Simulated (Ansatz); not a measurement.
# Stack of 1T-HfTe2 under H-GaAs-Cl chair, unshifted in a perpendicular field, part 3 of 3

Aim: how the stack of 1T-HfTe2 under H-GaAs-Cl chair, unshifted screens a field along its normal, and what the field does to its bands. A positive field points along +c.

Ansatz 0.2.0; plane-wave DFT, PBEsol-D3(BJ), Ansatz PAW.

So far. Step 8 (Atoms held, field 0.3 V/Å): The dipole is 0.288 e·Å, 0.244 e·Å from its value without field.

## Step 9: Response, atoms held

This step: plane-wave DFT, PBEsol-D3(BJ), Ansatz PAW; response to a field along the normal, atoms held (Ansatz 0.2.0).

The dipoles give the slope, and the difference of two potentials shows where the field is screened.

This step gave:

| Quantity | Value |
| --- | --- |
| equivalent conductor thickness p/(ε₀AE) | 11.17 Å |
| distance between the outer atoms | 10.86 Å |

Table of dipole of the cell by applied field:

| applied field (V/Å) | dipole of the cell (e·Å) |
| --- | --- |
| -0.050 | 0.00313 |
| 0.000 | 0.0440 |
| 0.050 | 0.0848 |
| 0.100 | 0.126 |
| 0.200 | 0.207 |
| 0.300 | 0.288 |

Local field over the applied field, running mean. From the potentials at -0.05 and 0.05 V/Å; running mean over 2.5 Å. Local field over applied field against z:

z (Å), local field over applied field and a bar:
```
      4.5      0.998 ##############################
      5.0      0.993 ##############################
      5.5      0.981 #############################
      6.0      0.948 ############################
      6.5      0.874 ##########################
      7.0      0.742 ######################
      7.5      0.573 #################
      8.0      0.396 ###########
      8.5      0.231 ######
      9.0      0.107 ##
      9.5      0.051 #
     10.0      0.038 
     10.5      0.032 
     11.0      0.032 
     11.5      0.038 
     12.0      0.048 #
     12.5      0.085 ##
     13.0      0.159 ####
     13.5      0.224 ######
     14.0      0.248 #######
     14.5      0.250 #######
     15.0      0.226 ######
     15.5      0.180 #####
     16.0      0.143 ###
     16.5      0.116 ###
     17.0      0.093 ##
     17.5      0.098 ##
     18.0      0.118 ###
     18.5      0.145 ####
     19.0      0.234 ######
     19.5      0.380 ###########
     20.0      0.528 ###############
     20.5      0.669 ####################
     21.0      0.810 ########################
     21.5      0.916 ###########################
     22.0      0.969 #############################
     22.5      0.990 ##############################
     23.0      0.997 ##############################
     23.5      0.999 ##############################
     24.0      1.000 ##############################
     24.5      1.000 ##############################
```

Electrons, planar mean, per unit field. Induced electron density against z:

z (Å), induced electron density (e/Å³ per V/Å) and a bar from the least value:
```
      4.5    0.00001 ###############
      5.0    0.00003 ###############
      5.5    0.00009 ###############
      6.0    0.00025 ################
      6.5    0.00066 ##################
      7.0    0.00161 ######################
      7.5    0.00303 #############################
      8.0    0.00327 ##############################
      8.5    0.00121 ####################
      9.0    0.00052 #################
      9.5    0.00046 #################
     10.0   -0.00043 #############
     10.5   -0.00055 ############
     11.0    0.00035 #################
     11.5    0.00052 #################
     12.0   -0.00025 ##############
     12.5   -0.00043 #############
     13.0   -0.00107 ##########
     13.5   -0.00211 #####
     14.0   -0.00078 ###########
     14.5    0.00193 ########################
     15.0    0.00174 #######################
     15.5   -0.00056 ############
     16.0    0.00005 ###############
     16.5   -0.00058 ############
     17.0    0.00103 ####################
     17.5    0.00138 #####################
     18.0   -0.00094 ###########
     18.5   -0.00228 ####
     19.0   -0.00002 ###############
     19.5   -0.00074 ###########
     20.0   -0.00323 
     20.5   -0.00249 ###
     21.0   -0.00114 ##########
     21.5   -0.00041 #############
     22.0   -0.00014 ##############
     22.5   -0.00004 ###############
     23.0   -0.00001 ###############
     23.5    0.00000 ###############
     24.0    0.00000 ###############
     24.5    0.00000 ###############
```

By hand: between -0.05 and 0.05 V/Å the dipole changes by 0.08163 e·Å, a slope of 0.8163 e·Å²/V. A perfect conductor of thickness t has p = ε₀AEt, so t = 180.95 × 0.8163 / 13.220 = 11.17 Å (e/ε₀ = 180.95 V·Å, A in Å²).

The induced dipole is that of a conductor 11.17 Å thick.

## Step 10: A changed input: crystal.symmetry = {"detect": false}

This step: plane-wave DFT, PBEsol-D3(BJ), Ansatz PAW (Ansatz 0.2.0).

A run with a changed input: it repeats the earlier run at 0.05 V/Å with crystal.symmetry to detect: false.

Input file input.yaml:

```yaml
crystal:
  lattice:
    - [3.9069962597, 0.0, 0.0]
    - [-1.9534981299, 3.3835580134, 0.0]
    - [0.0, 0.0, 28.8583475502]
  atoms:
    - { symbol: Te, position: [0.6666666667, 0.3333333333, 0.3118681686] }
    - { symbol: Hf, position: [0.0, 0.0, 0.3729340293] }
    - { symbol: Te, position: [0.3333333333, 0.6666666667, 0.4338272961] }
    - { symbol: Cl, position: [0.6666666667, 0.3333333333, 0.5307151793] }
    - { symbol: As, position: [0.6666666667, 0.3333333333, 0.6058434641] }
    - { symbol: Ga, position: [0.3333333333, 0.6666666667, 0.6341113949] }
    - { symbol: H, position: [0.3333333333, 0.6666666667, 0.6881318314] }
  symmetry: { detect: false }
kpoints:
  mp_grid: { grid: [12, 12, 1] }
  band_path:
    path: [[0, 0, 0], [0.5, 0, 0], [0.33333333, 0.33333333, 0], [0, 0, 0]]
    npoints: 16
hamiltonian:
  xc: pbesol
  dispersion: d3bj
scf:
  occupations: { method: fermi_dirac, width: 0.05 }
  convergence: { dr2_threshold: 1.0e-10 }
efield:
  axis: 3
  dipole_correction: true
  ramp_position: 0.97
  ramp_width: 0.06
  amplitude: 0.05
output:
  write_potential: true
  write_density: true
  volumetric_format: npy
```

Launch:

```
> ansatz run input.yaml --threads 4 --pin off --max-ram 6144MiB --backend cpu --events-out ev --progress --plain --runs-dir out
```

Numbers of over 12 decimals in the logs are rounded to 6 here.

What it wrote:

```text
[...]
Crystal: 7 atoms, lattice volume = 381.494 Å³
Basis set: ecut = 420 eV, 7561 PW (Γ)
Bands: 57, of which v1, the nominal top of the filled ones, is band 47 counted from 1 (46 counted from 0)
Symmetry: 1 space group operations
k-points: 74 of 144 (time reversal used)
[...]
SCF iter  14: F=-39038.212403 eV  HF=-39038.212403 eV  |F-HF|=5.09e-11  |Δ(HF+E_count)|=  8.00e-11  Δρ=6.21e-8  dr2=2.30e-11  ethr=1.00e-12  p=0.085 e·Å  D=4.02e-2 V/Å  ΔV_dip=-1.16 eV  dr2_dipole=2.32e-12  V_vac-E_F(+/−)=4.62/4.46 eV  ⟨swp⟩=13.4  Hψ=12695  notcnv=0
SCF 1 converged in 14 iterations: F = -39038.212403 eV  dr2 = 2.30e-11
[...]
SCF converged after 14 iterations
Free energy (F): -39038.212403 eV
[...]
Internal energy: -39038.204437 eV  (E = F + TS)
E sigma→0 (E₀):  -39038.208420 eV
Entropy (-TS):   -0.007967 eV (-1.138 meV/atom)
Fermi energy:    1.361771 eV
Dipole field:    D = 0.040207 V/Å  (p = 0.084767 e·Å, saw-weighted, corrected)
Work function:   not extracted (applied field tilts the vacuum); planar V_es + V_field profile in the machine report
[...]
--- Band table (eV; the first three rows and the last of 74) ---
  k-point 0: bands = [... 43 lower, 0.3305, 0.3305, 1.8273, 1.8273, 2.0598, 2.3169, 2.3169, 2.3518, ... 6 higher]
  k-point 1: bands = [... 43 lower, 0.2044, 0.2524, 0.9773, 1.4081, 2.2490, 2.5757, 2.7357, 2.7975, ... 6 higher]
  k-point 2: bands = [... 43 lower, -0.2378, -0.0875, 0.4330, 0.9050, 2.0471, 2.7314, 3.2184, 3.2995, ... 6 higher]
  k-point 73: bands = [... 43 lower, -0.9748, -0.7687, -0.4439, 0.3738, 1.3083, 2.2435, 2.9423, 3.9347, ... 6 higher]
```

Run time: 90 s. Hardware: 4 threads of Intel Xeon Platinum 8259CL at 2.50GHz (Skylake/Cascade Lake), shared host; peak memory 2 GiB.

Numbers from this step:

```
energy at zero smearing : -39038.2084 eV
dipole along the normal : 0.08477 e·Å
```

The electronic bands at the labelled points (eV, zero at the Fermi level):

| point | band 44 | band 45 | band 46 | band 47 | band 48 | band 49 | band 50 | band 51 |
| --- | --- | --- | --- | --- | --- | --- | --- | --- |
| Γ | -1.03 | -1.03 | 0.47 | 0.47 | 0.70 | 0.96 | 0.96 | 0.99 |
| halfway | -1.99 | -1.75 | -1.07 | -0.80 | 0.36 | 1.30 | 1.90 | 2.17 |
| M | -2.34 | -2.13 | -1.81 | -0.99 | -0.05 | 0.88 | 1.58 | 2.57 |
| halfway | -2.67 | -2.43 | -2.17 | -1.85 | 0.81 | 1.25 | 2.44 | 2.50 |
| K | -3.03 | -2.52 | -2.21 | -2.00 | 1.12 | 1.61 | 2.13 | 2.26 |
| halfway | -2.32 | -2.05 | -1.72 | -1.04 | 1.01 | 1.28 | 1.77 | 2.63 |
| Γ | -1.03 | -1.03 | 0.47 | 0.47 | 0.70 | 0.96 | 0.96 | 0.99 |

| quantity | this run | earlier run | difference |
| --- | --- | --- | --- |
| dipole along the normal (e·Å) | 0.08477 | 0.08477 | -3.2e-7 |

The dipole moves by under 0.5 % or 5e-5 e·Å.

Of the bands kept, 3 cross the Fermi level on this path.

## Step 11: A changed input

Another changed input: it repeats the earlier run at 0.05 V/Å with basis.ecutwfc to 18.4 Ry and scf.n_extra_bands to 2.

Changes to input.yaml since step 10:

```diff
@@ -13,3 +13,2 @@
     - { symbol: H, position: [0.3333333333, 0.6666666667, 0.6881318314] }
-  symmetry: { detect: false }
 kpoints:
@@ -25,2 +24,3 @@
   convergence: { dr2_threshold: 1.0e-10 }
+  n_extra_bands: 2
 efield:
@@ -35 +35,3 @@
   volumetric_format: npy
+basis:
+  ecutwfc: "18.4 Ry"
```

What it wrote:

```text
Warning: basis.ecutwfc = 250.344753 eV is below the records' recommended 420 eV, and the density's cutoff is lower with it unless basis.ecutrho_ratio is high enough to keep the records' density cutoff: compare with a run at a higher cutoff
[...]
Crystal: 7 atoms, lattice volume = 381.494 Å³
Basis set: ecut = 250.344753 eV, 3339 PW (Γ)
Bands: 49, of which v1, the nominal top of the filled ones, is band 47 counted from 1 (46 counted from 0)
Symmetry: 6 space group operations
[...]
k-points: 19 of 144 (time reversal used)
[...]
SCF iter  13: F=-39033.558387 eV  HF=-39033.558387 eV  |F-HF|=4.37e-11  |Δ(HF+E_count)|=  8.00e-11  Δρ=6.97e-8  dr2=4.15e-11  ethr=1.00e-12  p=0.086 e·Å  D=4.10e-2 V/Å  ΔV_dip=-1.18 eV  dr2_dipole=6.13e-12  V_vac-E_F(+/−)=4.62/4.48 eV  ⟨swp⟩=3.5  Hψ=2130  notcnv=0
WARN: efield: at this solve's end the planar-averaged density reaches 1.11e-4 e/Å³ inside the ramp window [0.9353, 0.0647] (bound 1e-5 e/Å³), and -1.04e-4 e/Å³ on another of its planes; by the running means of the window's planes the mean density over a ramp is at most 1.68e-5 e/Å³, which is held to the bound (the quickstart, § The vacuum guard, A window that rings); the window's nearer edge stands 7.13 Å from this s [...]
SCF 1 converged in 13 iterations: F = -39033.558387 eV  dr2 = 4.15e-11
[...]
SCF converged after 13 iterations
Free energy (F): -39033.558387 eV
[...]
Internal energy: -39033.550486 eV  (E = F + TS)
E sigma→0 (E₀):  -39033.554437 eV
Entropy (-TS):   -0.007900 eV (-1.129 meV/atom)
Fermi energy:    1.352687 eV
Dipole field:    D = 0.040982 V/Å  (p = 0.086401 e·Å, saw-weighted, corrected)
Work function:   not extracted (applied field tilts the vacuum); planar V_es + V_field profile in the machine report
[...]
Vacuum region:   at the solve's end the planar-averaged density reaches 1.11e-4 e/Å³ inside the ramp window [0.9353, 0.0647] (bound 1e-5 e/Å³), and -1.04e-4 e/Å³ on another of its planes; by the running means of the window's planes the mean density over a ramp is at most 1.68e-5 e/Å³, which is held to the bound (the quickstart, § The vacuum guard, A window that rings)
[...]
--- Band table (eV; the first three rows and the last of 19) ---
  k-point 0: bands = [... 43 lower, 0.3184, 0.3184, 1.8294, 1.8294, 2.0313, 2.3046]
  k-point 1: bands = [... 43 lower, 0.1877, 0.2418, 0.9666, 1.4018, 2.2372, 2.5688]
  k-point 2: bands = [... 43 lower, -0.2507, -0.1055, 0.4212, 0.8959, 2.0368, 2.7233]
  k-point 18: bands = [... 43 lower, -1.6855, -1.1812, -0.8591, -0.6524, 2.4587, 2.9531]
```

Wall time 14 s (4 threads); peak memory 0.71 GiB.

| quantity | this run | earlier run | difference |
| --- | --- | --- | --- |
| dipole along the normal (e·Å) | 0.08640 | 0.08477 | 0.0016 |

It moves by +0.00163 e·Å.

With this change the program also warns of density in the ramp of the sawtooth; these numbers are not the system's.

## Step 12: Outcome

```
gap without field                          : none
work function, upper face                  : 4.20 eV
step between the vacuum levels             : -0.602 eV
equivalent conductor thickness, atoms held : 11.2 Å
```

What this shows: The induced dipole equals that of a perfect conductor 11.17 Å thick, while the outer atoms lie 10.86 Å apart. The two faces differ: the vacuum level above lies 0.60 eV lower than the one below. There is no gap over 0.03 eV, with or without the field. The main runs have no spin polarisation; a magnetic state could lie lower and would change these results. Spin-orbit coupling is left out, which matters for the bands of elements this heavy. With this functional, D3(BJ) tends to leave the relaxed cell short of measured lattice constants, by some per cent.

[Logs are printed without paths, hosts, clocks, repeated set-up lines and the standing remarks that a program may print on its own settings, such as how far it seeks lower states.]

[Hosts, paths, dates, database ids (printed as entryN), source tags and the programs' standing remarks are cut or masked in the printed files.]

[Maps of the electrostatic potential energy from Ansatz leave out the sawtooth potential of an applied field or a dipole correction, so their vacuum need not be flat; planar profiles and work functions include it.]
